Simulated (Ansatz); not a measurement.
# Al2O3 (Corundum, R-3c): zone-centre modes under pressure, part 4 of 4

Aim: how do the optical modes of Al2O3 (Corundum, R-3c) move with volume?

Ansatz 0.2.0; DFT LDA, scalar-relativistic, plane waves, PAW; PAW set soft_1.

So far, mean high-frequency dielectric constant: step 4 (zone-centre response at rest) 3.23; step 6 (volume ratio 1.06) 3.30; step 8 (volume ratio 0.9) 3.14.

### 9. The series together

The members are set side by side, also those not shown above.

Each row is one cell with its response, relaxed at fixed volume as far as symmetry leaves anything free; energies are extrapolated to zero smearing, and E0 is that at rest; the axis is the Cartesian z axis of the cell; shape and atoms are relaxed in each cell where symmetry leaves them free. State of the crystal along the series:

```
volume ratio  V (Å³/atom)  pressure (GPa)  E - E0 (meV/atom)  first cell vector (Å)  third cell vector (Å)  gap on mesh (eV)  ε∞ along the axis  ε∞ across the axis, mean  ε0 along the axis  ε0 across the axis, mean  largest Born charge in size, a third of the trace (e)  top mode with the field, highest of q along x, y and z (cm⁻¹)
         0.9        7.488           33.39              79.46                  4.908                  4.908             7.769              3.108                     3.154              9.166                     7.624                                                  2.895                                                           1009
        0.92        7.655            25.3              49.06                  4.946                  4.946             7.487              3.126                     3.171              9.503                     7.912                                                  2.907                                                          985.4
        0.94        7.821           17.99              26.61                  4.982                  4.982             7.213              3.144                     3.188              9.873                     8.223                                                  2.918                                                          962.6
        0.96        7.988           11.39              11.42                  5.019                  5.019             6.947              3.164                     3.206              10.28                     8.557                                                   2.93                                                          940.6
        0.98        8.154           5.406              2.749                  5.055                  5.055             6.689              3.184                     3.226              10.73                      8.92                                                  2.941                                                          919.6
        0.99        8.237           2.632             0.6798                  5.073                  5.073             6.563              3.195                     3.236              10.97                     9.112                                                  2.947                                                          909.3
           1         8.32       -0.005686                  0                  5.091                  5.091             6.439              3.206                     3.246              11.23                     9.313                                                  2.953                                                          899.3
        1.02        8.487          -4.902              2.569                  5.126                  5.126             6.197              3.229                     3.268               11.8                     9.742                                                  2.964                                                          879.8
        1.04        8.653          -9.336              10.02                   5.16                   5.16             5.964              3.253                      3.29              12.43                     10.21                                                  2.975                                                          861.1
        1.06         8.82          -13.35              21.83                  5.194                  5.194             5.736              3.278                     3.314              13.15                     10.73                                                  2.986                                                          842.9
```

Without the LO-TO term; each mode is tracked from rest by its pattern, and modes that stay within 0.3 cm⁻¹ of each other stand once; the 10 lowest of 18 levels; shape and atoms are relaxed in each cell where symmetry leaves them free. Optical modes along the series:

```
V (Å³/atom)  mode 4 A2g (cm⁻¹)  mode 5 Eg (cm⁻¹)  mode 7 Eu (cm⁻¹)  mode 9 A2u (cm⁻¹)  mode 10 A1g (cm⁻¹)  mode 11 Eg (cm⁻¹)  mode 13 Eu (cm⁻¹)  mode 15 Eg (cm⁻¹)  mode 17 A2g (cm⁻¹)  mode 18 to Eu (cm⁻¹)
      7.488              356.9             405.6             454.7              434.9               462.7              480.8                492              522.5               595.3                 696.5
      7.655              348.9             399.1             441.3              427.3               454.5                473              481.1              504.7               579.2                   671
      7.821              340.2             392.5             427.9              419.6               446.1                465              470.5              487.7               564.3                 646.2
      7.988              330.9             386.1             414.6              411.9               437.3              456.5              459.9              471.6               550.5                 622.3
      8.154              320.9             379.7             401.6                404               428.1              446.9              449.2                457               537.9                 598.9
      8.237              315.7             376.4             395.2                400               423.4              441.1              443.8              450.8               531.9                 587.5
       8.32              310.3             373.2             388.8              395.9               418.6              434.6              438.3              445.3               526.2                 576.2
      8.487              299.2             366.8             376.2              387.5               408.5              420.5                427              435.8               515.4                 553.9
      8.653              287.5             360.2             363.8              378.6               397.9              405.9              415.4              426.9               505.4                   532
       8.82              275.4             353.6             351.6              369.2               386.8              391.4              403.4              418.1               496.2                 510.5
```

From cubic fits (parabolas where under five rows exist) of ln ω and P against ln V through the rows within about 4 % of rest: γ = −d ln ω / d ln V and dω/dP = γ ω / B. Slopes at rest:

```
         mode  fitted frequency at rest (cm⁻¹)  Grüneisen parameter γ  dω/dP (cm⁻¹/GPa)
   mode 4 A2g                            310.3                   1.75              2.11
    mode 5 Eg                            373.2                   0.86              1.25
    mode 7 Eu                            388.8                   1.63              2.47
   mode 9 A2u                            395.9                   1.04               1.6
  mode 10 A1g                            418.6                   1.17              1.91
   mode 11 Eg                            434.6                   1.54               2.6
   mode 13 Eu                            438.3                   1.27              2.16
   mode 15 Eg                            445.4                   1.17              2.02
  mode 17 A2g                            526.2                   1.07              2.18
mode 18 to Eu                            576.2                   1.96              4.38
mode 20 to Eg                            576.5                   1.28              2.87
  mode 22 A2u                            587.3                   2.06               4.7
  mode 23 A1u                            602.8                   1.09              2.55
```

### 10. What came out

```
members                                                          : 10
highest optical mode at the zone centre (no LO-TO term), at rest : 750.7 cm⁻¹
bulk modulus at rest                                             : 257 GPa
mode 18 to Eu, γ                                                 : 1.96
mode 20 to Eg, γ                                                 : 1.28
mode 22 A2u, γ                                                   : 2.06
mode 23 A1u, γ                                                   : 1.09
```

In words: The series spans -13.3 to 33.4 GPa, and the slope at rest gives a bulk modulus of 257 GPa. Among the modes in the table of slopes γ runs from 0.86 (mode 5 Eg) to 2.06 (mode 22 A2u). ε∞ along z is 3.21 at rest, with d ln ε∞ / d ln V = 0.35. One k mesh and one cutoff serve the ground states and modes of all volumes; the field response picks its own mesh. These are harmonic frequencies at zero temperature: anharmonic shifts, linewidths and thermal expansion are left out. The PAW files were made for PBE; the program adapts parts of them to the functional of the run, but their partial waves stay those of PBE, an approximation that was not tested in this session. Only the zone centre was solved, so an instability at another wavevector cannot show here.

[Logs are printed without paths, hosts, clocks, repeated set-up lines and the standing remarks that a program may print on its own settings, such as how far it seeks lower states.]

[Hosts, paths, dates, database ids (printed as entryN), source tags and the programs' standing remarks are cut or masked in the printed files.]
